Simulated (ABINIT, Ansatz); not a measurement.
# CsCaH3 (Pm-3m): Raman and infrared activity, part 2 of 3

Aim: Raman and infrared lines of CsCaH3 (Pm-3m).

ABINIT 10.8.3; DFT LDA, scalar-relativistic, plane waves, PseudoDojo norm-conserving pseudopotentials.

So far. Step 5 (Linear response at Γ): The acoustic modes at Γ come out as far as 0.6 cm⁻¹ from zero, where they should vanish, a small numerical error; the Born charges miss their sum rule by 3.2e-4 e, which is good. The relaxed cell has a = 4.467 Å (conventional setting).

## (6) Zone-centre analysis

anaddb reads the merged derivatives, imposes the acoustic sum rule and charge neutrality, and adds the LO-TO term along chosen directions.

Contents of anaddb.abi:

```
ddb_filepath "gamma_DDB"
output_file "anaddb.abo"
outdata_prefix "anaddb"
asr 1
chneut 1
enunit 2
eivec 1
nph1l 1
qph1l 0.0 0.0 0.0 1.0
dieflag 1
nph2l 3
qph2l 
    1.0 0.0 0.0 0.0
    0.0 0.0 1.0 0.0
    1.0 1.0 1.0 0.0
nlflag 1
ramansr 1
alphon 1
prtmbm 1
```

Contents of mrgddb.in:

```
gamma_DDB
merged
3
dfpt_gammao_DS2_DDB
dfpt_gammao_DS3_DDB
gso_DDB
```

Command:

```sh
> mrgddb < mrgddb.in > mrgddb.log
> OMP_NUM_THREADS=1 anaddb anaddb.abi > anaddb.log
```

anaddb.abo, the main output file:

```text
[banners, grids, parts of the stress and lines that vanish by symmetry left out]
-outvars_anaddb: echo values of input variables ----------------------

 Flags :
[...]
Dielectric Tensor and Effective Charges
[...]
Effective charge tensors after
[...]
1          1       -0.000000000       -0.000000000       -0.000000000
[...]
1          2       -0.000000000       -0.000000000       -0.000000000
[...]
1          3       -0.000000000       -0.000000000       -0.000000000
[...]
2          1       -0.000000000       -0.000000000       -0.000000000
[...]
2          2       -0.000000000       -0.000000000       -0.000000000
[...]
2          3       -0.000000000       -0.000000000       -0.000000000
[...]
3          1       -0.000000000       -0.000000000       -0.000000000
[...]
3          2       -0.000000000       -0.000000000       -0.000000000
[...]
3          3       -0.000000000       -0.000000000       -0.000000000
[...]
4          1       -0.000000000       -0.000000000       -0.000000000
[...]
4          2       -0.000000000       -0.000000000       -0.000000000
[...]
4          3       -0.000000000       -0.000000000       -0.000000000
[...]
5          1       -0.000000000       -0.000000000       -0.000000000
[...]
5          2       -0.000000000       -0.000000000       -0.000000000
[...]
5          3       -0.000000000       -0.000000000       -0.000000000
[...]
Phonon wavevector (reduced coordinates) :  0.00000  0.00000  0.00000
 Phonon energies in Hartree :
[...]
Phonon energies in meV     :
-  0.000000E+00  0.000000E+00  0.000000E+00  1.455692E+01  1.455692E+01
-  1.455692E+01  5.382034E+01  5.382034E+01  5.382034E+01  5.733169E+01
-  5.733169E+01  5.733169E+01  1.376617E+02  1.376617E+02  1.376617E+02
 Phonon frequencies in cm-1    :
-  0.000000E+00  0.000000E+00  0.000000E+00  1.174095E+02  1.174095E+02
-  1.174095E+02  4.340903E+02  4.340903E+02  4.340903E+02  4.624113E+02
-  4.624113E+02  4.624113E+02  1.110316E+03  1.110316E+03  1.110316E+03
 Phonon frequencies in Thz     :
-  0.000000E+00  0.000000E+00  0.000000E+00  3.519847E+00  3.519847E+00
-  3.519847E+00  1.301370E+01  1.301370E+01  1.301370E+01  1.386274E+01
-  1.386274E+01  1.386274E+01  3.328645E+01  3.328645E+01  3.328645E+01
 Phonon energies in Kelvin  :
-  0.000000E+00  0.000000E+00  0.000000E+00  1.689260E+02  1.689260E+02
-  1.689260E+02  6.245591E+02  6.245591E+02  6.245591E+02  6.653066E+02
-  6.653066E+02  6.653066E+02  1.597498E+03  1.597498E+03  1.597498E+03
[...]
-  1  0.00000000E+00  0.00000000E+00  1.76544696E-03
-     0.00000000E+00  0.00000000E+00  0.00000000E+00
-  2  0.00000000E+00  0.00000000E+00  1.76544690E-03
-     0.00000000E+00  0.00000000E+00  0.00000000E+00
-  3  0.00000000E+00  0.00000000E+00  1.76544681E-03
-     0.00000000E+00  0.00000000E+00  0.00000000E+00
-  4  0.00000000E+00  0.00000000E+00  1.76544681E-03
-     0.00000000E+00  0.00000000E+00  0.00000000E+00
-  5  0.00000000E+00  0.00000000E+00  1.76544690E-03
-     0.00000000E+00  0.00000000E+00  0.00000000E+00
[...]
-  1  6.07648950E-07 -1.76544685E-03  0.00000000E+00
-     0.00000000E+00  0.00000000E+00  0.00000000E+00
-  2  6.07648931E-07 -1.76544680E-03  0.00000000E+00
-     0.00000000E+00  0.00000000E+00  0.00000000E+00
-  3  6.07648899E-07 -1.76544679E-03  0.00000000E+00
-     0.00000000E+00  0.00000000E+00  0.00000000E+00
-  4  6.07648930E-07 -1.76544670E-03  0.00000000E+00
-     0.00000000E+00  0.00000000E+00  0.00000000E+00
-  5  6.07648899E-07 -1.76544670E-03  0.00000000E+00
-     0.00000000E+00  0.00000000E+00  0.00000000E+00
[...]
-  1  1.76544685E-03  6.07648951E-07  0.00000000E+00
-     0.00000000E+00  0.00000000E+00  0.00000000E+00
-  2  1.76544680E-03  6.07648933E-07  0.00000000E+00
-     0.00000000E+00  0.00000000E+00  0.00000000E+00
-  3  1.76544670E-03  6.07648931E-07  0.00000000E+00
-     0.00000000E+00  0.00000000E+00  0.00000000E+00
-  4  1.76544679E-03  6.07648900E-07  0.00000000E+00
-     0.00000000E+00  0.00000000E+00  0.00000000E+00
[...]
-  4 -2.30644358E-02  0.00000000E+00  0.00000000E+00
[...]
-  5  1.20402077E-03  0.00000000E+00  0.00000000E+00
[...]
-     1         -0.000000     0.000000     0.000000     0.000000
-     2         -0.000000    -0.000000    -0.000000     0.000000
[...]
-    14          0.000000     1.032855     0.000000     1.032855
-    15          1.032855    -0.000000    -0.000000     1.032855
[...]
-   1     Real    0.0000E+00  0.0000E+00  0.0000E+00  0.0000E+00  0.0000E+00  0.0000E+00  0.0000E+00
[...]
-   2     Real    0.0000E+00  0.0000E+00  0.0000E+00  0.0000E+00  0.0000E+00  0.0000E+00  0.0000E+00
[...]
-   3     Real    0.0000E+00  0.0000E+00  0.0000E+00  0.0000E+00  0.0000E+00  0.0000E+00  0.0000E+00
[...]
-   4     Real    0.0000E+00  0.0000E+00  1.5498E-06  0.0000E+00  0.0000E+00  0.0000E+00  1.5498E-06
[...]
-   5     Real    0.0000E+00  1.5498E-06  0.0000E+00  0.0000E+00  0.0000E+00  0.0000E+00  1.5498E-06
[...]
-   6     Real    1.5498E-06  0.0000E+00  0.0000E+00  0.0000E+00  0.0000E+00  0.0000E+00  1.5498E-06
[...]
-   7     Real    0.0000E+00  0.0000E+00  0.0000E+00  0.0000E+00  0.0000E+00  0.0000E+00  0.0000E+00
[...]
-   8     Real    0.0000E+00  0.0000E+00  0.0000E+00  0.0000E+00  0.0000E+00  0.0000E+00  0.0000E+00
[...]
-   9     Real    0.0000E+00  0.0000E+00  0.0000E+00  0.0000E+00  0.0000E+00  0.0000E+00  0.0000E+00
[...]
-  10     Real    0.0000E+00  0.0000E+00  1.1416E-03  0.0000E+00  0.0000E+00  0.0000E+00  1.1416E-03
[...]
-  11     Real    0.0000E+00  1.1416E-03  0.0000E+00  0.0000E+00  0.0000E+00  0.0000E+00  1.1416E-03
[...]
-  12     Real    1.1416E-03  0.0000E+00  0.0000E+00  0.0000E+00  0.0000E+00  0.0000E+00  1.1416E-03
[...]
-  13     Real    0.0000E+00  0.0000E+00  5.7084E-04  0.0000E+00  0.0000E+00  0.0000E+00  5.7084E-04
[...]
-  14     Real    0.0000E+00  5.7084E-04  0.0000E+00  0.0000E+00  0.0000E+00  0.0000E+00  5.7084E-04
[...]
-  15     Real    5.7084E-04  0.0000E+00  0.0000E+00  0.0000E+00  0.0000E+00  0.0000E+00  5.7084E-04
[...]
-         0.000000000       0.000000000       0.000000000
-         0.000000000       0.000000000       0.000000000
-         0.000000000       0.000000000       0.000000000
[...]
-         0.000000000       0.000000000       0.000000000
-         0.000000000       0.000000000       0.000000000
-         0.000000000       0.000000000       0.000000000
[...]
Phonon at Gamma, with non-analyticity in the
[...]
Phonon energies in Hartree :
[...]
Phonon energies in meV     :
-  0.000000E+00  0.000000E+00  0.000000E+00  1.455692E+01  1.455692E+01
-  1.463854E+01  5.382034E+01  5.382034E+01  5.382034E+01  5.733169E+01
-  5.733169E+01  8.448989E+01  1.376617E+02  1.376617E+02  1.483232E+02
 Phonon frequencies in cm-1    :
-  0.000000E+00  0.000000E+00  0.000000E+00  1.174095E+02  1.174095E+02
[...]
Phonon frequencies in Thz     :
[...]
Phonon energies in Kelvin  :
[...]
-  1  0.00000000E+00  0.00000000E+00 -1.76544696E-03
[...]
-  2  0.00000000E+00  0.00000000E+00 -1.76544690E-03
[...]
-  3  0.00000000E+00  0.00000000E+00 -1.76544681E-03
[...]
-  4  0.00000000E+00  0.00000000E+00 -1.76544681E-03
[...]
Phonon at Gamma, with non-analyticity in the
[...]
Phonon energies in Hartree :
[...]
Phonon energies in meV     :
[...]
Phonon frequencies in cm-1    :
[...]
Phonon frequencies in Thz     :
[...]
Phonon energies in Kelvin  :
[...]
Phonon at Gamma, with non-analyticity in the
[...]
Phonon energies in Hartree :
[...]
Phonon energies in meV     :
[...]
Phonon frequencies in cm-1    :
[...]
Phonon frequencies in Thz     :
[...]
Phonon energies in Kelvin  :
[...]
-  1.698732E+02  6.245591E+02  6.245591E+02  6.245591E+02  6.653066E+02
-  6.653066E+02  9.804645E+02  1.597498E+03  1.597498E+03  1.721220E+03
[...]
-  4 -1.83574898E-02 -6.69072924E-04 -2.89233586E-04
[...]
-  5  9.58306510E-04 -6.69072924E-04  5.54060997E-03
[...]
-         0.000000000       0.000000000       0.000000000
-         0.000000000       0.000000000       0.000000000
[...]
Direction                     Dielectric constant
[...]
0.00000   0.00000   1.00000      9.79349249
   1.00000   1.00000   1.00000      9.79349249
-
```

Run time: 1.2 s. Hardware: 1 thread of Arm Neoverse V2, shared host.

Read from the output:

| Property | Result |
| --- | --- |
| mean static dielectric constant | 9.793 |
| highest mode moved by the LO-TO term | 1196 cm⁻¹ |

No LO-TO term; unit eigenvectors of the mass-weighted matrix, from anaddb's displacements. Modes at Γ, with each element's share of the kinetic energy:

```tsv
mode	frequency (cm⁻¹)	symmetry	Cs %	Ca %	H %
1	0.0	acoustic	76	23	2
2	0.0	acoustic	76	23	2
3	0.0	acoustic	76	23	2
4	117.4	T1u	24	73	2
5	117.4	T1u	24	73	2
6	117.4	T1u	24	73	2
7	434.1	T2u	0	0	100
8	434.1	T2u	0	0	100
9	434.1	T2u	0	0	100
10	462.4	T1u	0	2	98
11	462.4	T1u	0	2	98
12	462.4	T1u	0	2	98
13	1110.3	T1u	0	2	98
14	1110.3	T1u	0	2	98
15	1110.3	T1u	0	2	98
```

Displacements in mode 4 (117.4 cm⁻¹), the largest set to 1:
```
Cs1  0.00  0.00  0.32
Ca2  0.00  0.00 -1.00
H3   0.00  0.00 -0.53
H4   0.00  0.00 -0.53
H5   0.00  0.00 -0.87
```

Displacements in mode 10 (462.4 cm⁻¹), the largest set to 1:
```
Cs1  0.00  0.00 -0.01
Ca2  0.00  0.00 -0.03
H3   0.00  0.00  1.00
H4   0.00  0.00  1.00
H5   0.00  0.00  0.08
```

Trace of the oscillator strength, degenerate modes summed. Infrared lines, with heights relative to the strongest:

```tsv
position (cm⁻¹)	lines merged	IR intensity, relative
117	3	0.1
434	3	0.0
462	3	100
1110	3	50
```

Static dielectric tensor (ions relaxed, fixed cell):

```
9.79 0.00 0.00
0.00 9.79 0.00
0.00 0.00 9.79
```

The rule moves no optical mode by more than 0.1 cm⁻¹.

(Continued in part 3 of 3.)

[Host names and launcher messages were left out of these logs when they were recorded.]

[Logs are printed without paths, hosts, clocks, repeated set-up lines and the standing remarks that a program may print on its own settings, such as how far it seeks lower states.]

[Hosts, paths, dates, database ids (printed as entryN), source tags and the programs' standing remarks are cut or masked in the printed files.]
